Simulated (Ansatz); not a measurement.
# InH (model cell, started as zinc blende): from the cell to its phonons

The cell of InH (model cell, started as zinc blende) is at rest. What are its phonons? After the zone centre comes a 4×4×4 q mesh on a 12×12×12 k mesh.

Method: DFT PBEsol, scalar-relativistic, plane waves, PAW, in Ansatz 0.2.0.

The structure was built from a prototype and need not be the compound's stable phase.

**1. The starting structure**

The structure is cubic, space group F-43m (No. 216). The conventional cell has a = 5.084 Å, b = 5.084 Å, c = 5.084 Å, α = 90.00°, β = 90.00°, γ = 90.00°. In has 4 H at 2.20 Å nearest. Nearest to H lie 4 In at 2.20 Å. Farther neighbours are not listed.

**2. Zone-centre response**

The cell comes from relaxations at this level that are not shown. The zone centre comes first: it holds the modes that light can see, as far as symmetry allows. No field response is asked, since the mesh shows no gap.

input.yaml

```yaml
crystal:
  lattice:
    - [0.0, 2.5418058941, 2.5418058941]
    - [2.5418058941, 0.0, 2.5418058941]
    - [2.5418058941, 2.5418058941, 0.0]
  atoms:
    - { symbol: In, position: [0.0, 0.0, 0.0] }
    - { symbol: H, position: [0.25, 0.25, 0.25] }
kpoints:
  mp_grid: { grid: [12, 12, 12] }
hamiltonian:
  xc: pbesol
scf:
  occupations: { method: methfessel_paxton, width: 0.15 }
output:
  eigenvalues: true
phonons:
  method: dfpt
```

Launch:

```bash
$ ansatz run input.yaml --threads 4 --pin off --max-ram 7168MiB --backend cpu --events-out ev --progress --plain --runs-dir out
```

Numbers of over 12 decimals in the logs are rounded to 6 here.

The log of the run:

```text
zone centre: on kpoints.mp_grid the ground state, and the responses unless they are solved on pairs of k-points, stand on 163 of the mesh's 1728 k-points, reduced under 8 symmetry operations, with k and −k counted as one. Each operation leaves every solved displacement unchanged or reverses it
Engine: ansatz 0.2.0, aarch64-unknown-linux-gnu
Pseudopotentials: kind: paw
Pseudopotential: In, paw, valence charge 13, recommended cutoff 420 eV (normal), In.paw.azcp
Pseudopotential: H, paw, valence charge 1, recommended cutoff 420 eV (normal), H.paw.azcp
Functional definition: PBEsol
  exchange = pbesol_x
  correlation = pbesol_c
Crystal: 2 atoms, lattice volume = 32.844 Å³
Basis set: ecut = 420 eV, 645 PW (Γ), exchange–correlation on 50×50×50 points (8 copies of the dense FFT grid, shifted against one another)
Bands: 11, of which v1, the nominal top of the filled ones, is band 7 counted from 1 (6 counted from 0)
Symmetry: 24 space group operations
k-points: 163 of 1728 (irreducible under 8 space group operations, time reversal used)
Non-local potential: In, projectors of the file, l = 0: 2, l = 1: 2, l = 2: 2, l = 3: 2
Non-local potential: H, projectors of the file, l = 0: 2, l = 1: 1
PAW form: soft (Blöchl's): semilocal exchange-correlation on the pseudo side does not see the compensation charge
PAW frozen core: In, regenerated for the run's functional, and the local potential with it (the file was generated under x = pbe(κ = 0.804, μ = 0.219515), c = pbe(β = 0.066725))
PAW one-centre angular grid: In, 590 points (default); XC on 64 Gauss nodes
PAW one-centre angular grid: H, 110 points (default); XC on 64 Gauss nodes
Initial density: superposition of atomic densities (neutral atoms: chi_scale 0, normalization atom), corrected by the library's trained network
Initial wavefunctions: pseudopotential atomic-orbital guess
Functional: x = pbesol(κ = 0.804, μ = 0.123457), c = pbesol(β = 0.046)
SCF iter   1: F=—  HF=-5540.187477 eV  |F-HF|=—  |Δ(HF+E_count)|=         —  Δρ=8.96e-3  dr2=2.86e-2  ethr=1.77e-3  ⟨swp⟩=5.0  Hψ=10544  notcnv=0
preconditioner: auto → none  [metal: Δε(μ)=0.020 eV  Ē_g=17.059 eV  σ=0.150 eV  W_gap=0.11  n_scr=8 (ndim 8)  ℏωp=24.2 eV  f_vac=0.000  D(μ)=1.03/eV (n_scr^D=8)  sad-step TF]
SCF iter   2: F=—  HF=-5540.179274 eV  |F-HF|=—  |Δ(HF+E_count)|=   8.20e-3  S|Δr|=    0.00e0  Δρ=4.62e-3  dr2=9.11e-3  ethr=2.04e-4  ⟨swp⟩=1.0  Hψ=3100  notcnv=0
SCF iter   3: F=—  HF=-5540.176155 eV  |F-HF|=—  |Δ(HF+E_count)|=   3.12e-3  S|Δr|=    0.00e0  Δρ=5.90e-4  dr2=5.68e-5  ethr=6.51e-5  ⟨swp⟩=2.1  Hψ=2042  notcnv=0
SCF iter   4: F=—  HF=-5540.176166 eV  |F-HF|=—  |Δ(HF+E_count)|=   1.08e-5  S|Δr|=    0.00e0  Δρ=4.76e-5  dr2=2.85e-7  ethr=4.05e-7  ⟨swp⟩=2.3  Hψ=2967  notcnv=0
SCF iter   5: F=—  HF=-5540.176165 eV  |F-HF|=—  |Δ(HF+E_count)|=   6.61e-7  S|Δr|=    0.00e0  Δρ=1.69e-5  dr2=6.78e-8  ethr=2.04e-9  ⟨swp⟩=2.0  Hψ=2906  notcnv=0
SCF iter   6: F=—  HF=-5540.176165 eV  |F-HF|=—  |Δ(HF+E_count)|=   1.78e-8  S|Δr|=    0.00e0  Δρ=7.19e-6  dr2=1.52e-8  ethr=4.84e-10  ⟨swp⟩=2.0  Hψ=2912  notcnv=0
SCF iter   7: F=—  HF=-5540.176165 eV  |F-HF|=—  |Δ(HF+E_count)|=   6.19e-9  S|Δr|=    0.00e0  Δρ=3.45e-6  dr2=3.18e-9  ethr=1.08e-10  ⟨swp⟩=2.0  Hψ=2898  notcnv=0
SCF iter   8: F=—  HF=-5540.176165 eV  |F-HF|=—  |Δ(HF+E_count)|=   1.48e-9  S|Δr|=    0.00e0  Δρ=8.86e-7  dr2=2.10e-10  ethr=2.27e-11  ⟨swp⟩=2.0  Hψ=2589  notcnv=0
SCF iter   9: F=-5540.176165 eV  HF=-5540.176165 eV  |F-HF|=5.46e-12  |Δ(HF+E_count)|=  1.07e-10  S|Δr|=    0.00e0  Δρ=1.21e-7  dr2=4.01e-12  ethr=1.00e-12  ⟨swp⟩=5.2  Hψ=8114  notcnv=0
SCF 1 converged in 9 iterations: F = -5540.176165 eV  dr2 = 4.01e-12
  greatest PAW one-centre occupation: 0.982 electrons in one spin orbital (limit 2), on the In atom at site 0 (counted from 0), in its partial waves of l = 2
DFPT response loops at Γ: preconditioner auto → Kerker (q_TF=auto, 2.367 Å⁻¹) (partly filled bands, converged f_vac=0.000); β = 1.00, the filter's whole step (`scf.mixing.beta` (0.50) is not read by the response loops under this deck's `scf.mixing.preconditioner`; to damp them name `kerker` or `kerker_dos`, under which they read `scf.mixing.beta`, and type it under 1.00, their step now; both keys bind the ground state too); Broyden in place of MSR1
SCF converged after 9 iterations
Stability not checked: this state was not tested for a lower state beside it, because cold or Methfessel-Paxton smearing, or corrected tetrahedra, fill the levels in a way that the test cannot read (fill_not_monotonic; see scf.lower_state_search)
Free energy (F): -5540.176165 eV
Harris-Foulkes:  -5540.176165 eV  (|F-HF|=5.46e-12)
Internal energy: -5540.174522 eV  (E = F + TS)
E sigma→0 (E₀):  -5540.175754 eV
Entropy (-TS):   -0.001643 eV (-0.821 meV/atom)
Fermi energy:    8.131006 eV
--- Per-component energies (eV) ---
  E_band       = -49.976498
  E_kinetic    = 253.840192
  E_local      = -1188.652929  (includes V_loc(G=0)·N_el)
  E_nonlocal   = 368.850715
  E_hartree    = 462.962687
  E_xc         = -222.462873
  E_vxc        = -111.343130  (∫ρ·V_xc dr)
  E_paw        = -4081.530273  (= ΣΔE_a)
  E_vpaw       = -298.595805  (= ΣTr[D̂ρ^β])
  E_aug_tail   = -0.001001  (compensation charges beyond the density's cutoff)
  E_ewald      = -1133.416943
  E_core_change = 0.235902  (= ΣΔE_core)
  E_smearing   = -0.001643  (= −TS)
  E_closure    = 0.000000  (closes the sum)
  Σ components = -5540.176165   (vs F -5540.176165, Δ=0.00e0)
--- Band table (eV; the first three rows and the last of 163) ---
  k-point 0: bands = [... 3 lower, -6.4097, -6.4097, -2.0225, 10.9981, 16.1231, 16.1231, 16.1231, 18.8367]
  k-point 1: bands = [... 3 lower, -6.4102, -6.4102, -1.8996, 10.7914, 14.8528, 15.8517, 15.8517, 19.2289]
  k-point 2: bands = [... 3 lower, -6.4072, -6.4072, -1.5301, 9.9493, 13.3851, 15.3244, 15.3244, 19.8361]
  k-point 162: bands = [... 3 lower, -6.3787, -6.3098, 3.2781, 5.2084, 7.5889, 8.7532, 16.1811, 18.9257]
--- Phonons (Γ-DFPT): 2 representative perturbations + reference, on 163 of 1728 k-points (Σ response iterations 6) ---
  k mesh reduced under 8 symmetry operations, with k and −k counted as one. Each operation leaves every solved displacement unchanged or reverses it
  ASR residual: 5.129e-5 → 0.000e0 eV/Å²; symmetrization residual: 1.968e-7 eV/Å²
  ASR residual per site (eV/Å²): 5.13e-5 1.75e-5
  Γ frequencies (cm⁻¹): 0.00 0.00 0.00 273.33 273.33 273.33
  non-analytic LO–TO correction: not included (Born effective charges unavailable; polar crystals: no LO–TO splitting at Γ)
```

Wall time 10 s (4 threads of Arm Neoverse N1, shared host); peak memory 0.53 GiB.

Reading the cycles: dr2 is the Hartree energy of the density residual (eV), the measure of convergence; HF is the Harris–Foulkes estimate of the energy, which meets the free energy F at convergence.

Numbers from this step:

| Quantity | Value |
| --- | --- |
| volume per atom | 16.42 Å³ |
| gap on the k-mesh | 0 eV |
| sum-rule residual before enforcement | 5.13e-5 eV/Å² |
| point group | -43m |
| highest optical mode at the zone centre (no LO-TO term) | 273.3 cm⁻¹ |
| lowest optical zone-centre mode | 273.3 cm⁻¹ |

Patterns of degenerate modes are one choice out of their space. The modes at Γ (shares of kinetic energy by element, %):

| mode | frequency (cm⁻¹) | symmetry | In % | H % |
| --- | --- | --- | --- | --- |
| 1 | 0.0 | acoustic | 99 | 1 |
| 2 | 0.0 | acoustic | 99 | 1 |
| 3 | 0.0 | acoustic | 99 | 1 |
| 4 | 273.3 | T2 | 1 | 99 |
| 5 | 273.3 | T2 | 1 | 99 |
| 6 | 273.3 | T2 | 1 | 99 |

Displacements in mode 4 (273.3 cm⁻¹), the largest set to 1:
```
In1  0.00 -0.01  0.00
H2   0.00  1.00  0.00
```

Before it was imposed, the acoustic sum rule was missed by 5.1e-5 eV/Å². Small misses are needed for a sound result but don't prove that mesh and cutoff are converged. The lowest optical mode is real, 273 cm⁻¹.

[end of part 1 of 2]

[Logs are printed without paths, hosts, clocks, repeated set-up lines and the standing remarks that a program may print on its own settings, such as how far it seeks lower states.]

[Hosts, paths, dates, database ids (printed as entryN), source tags and the programs' standing remarks are cut or masked in the printed files.]
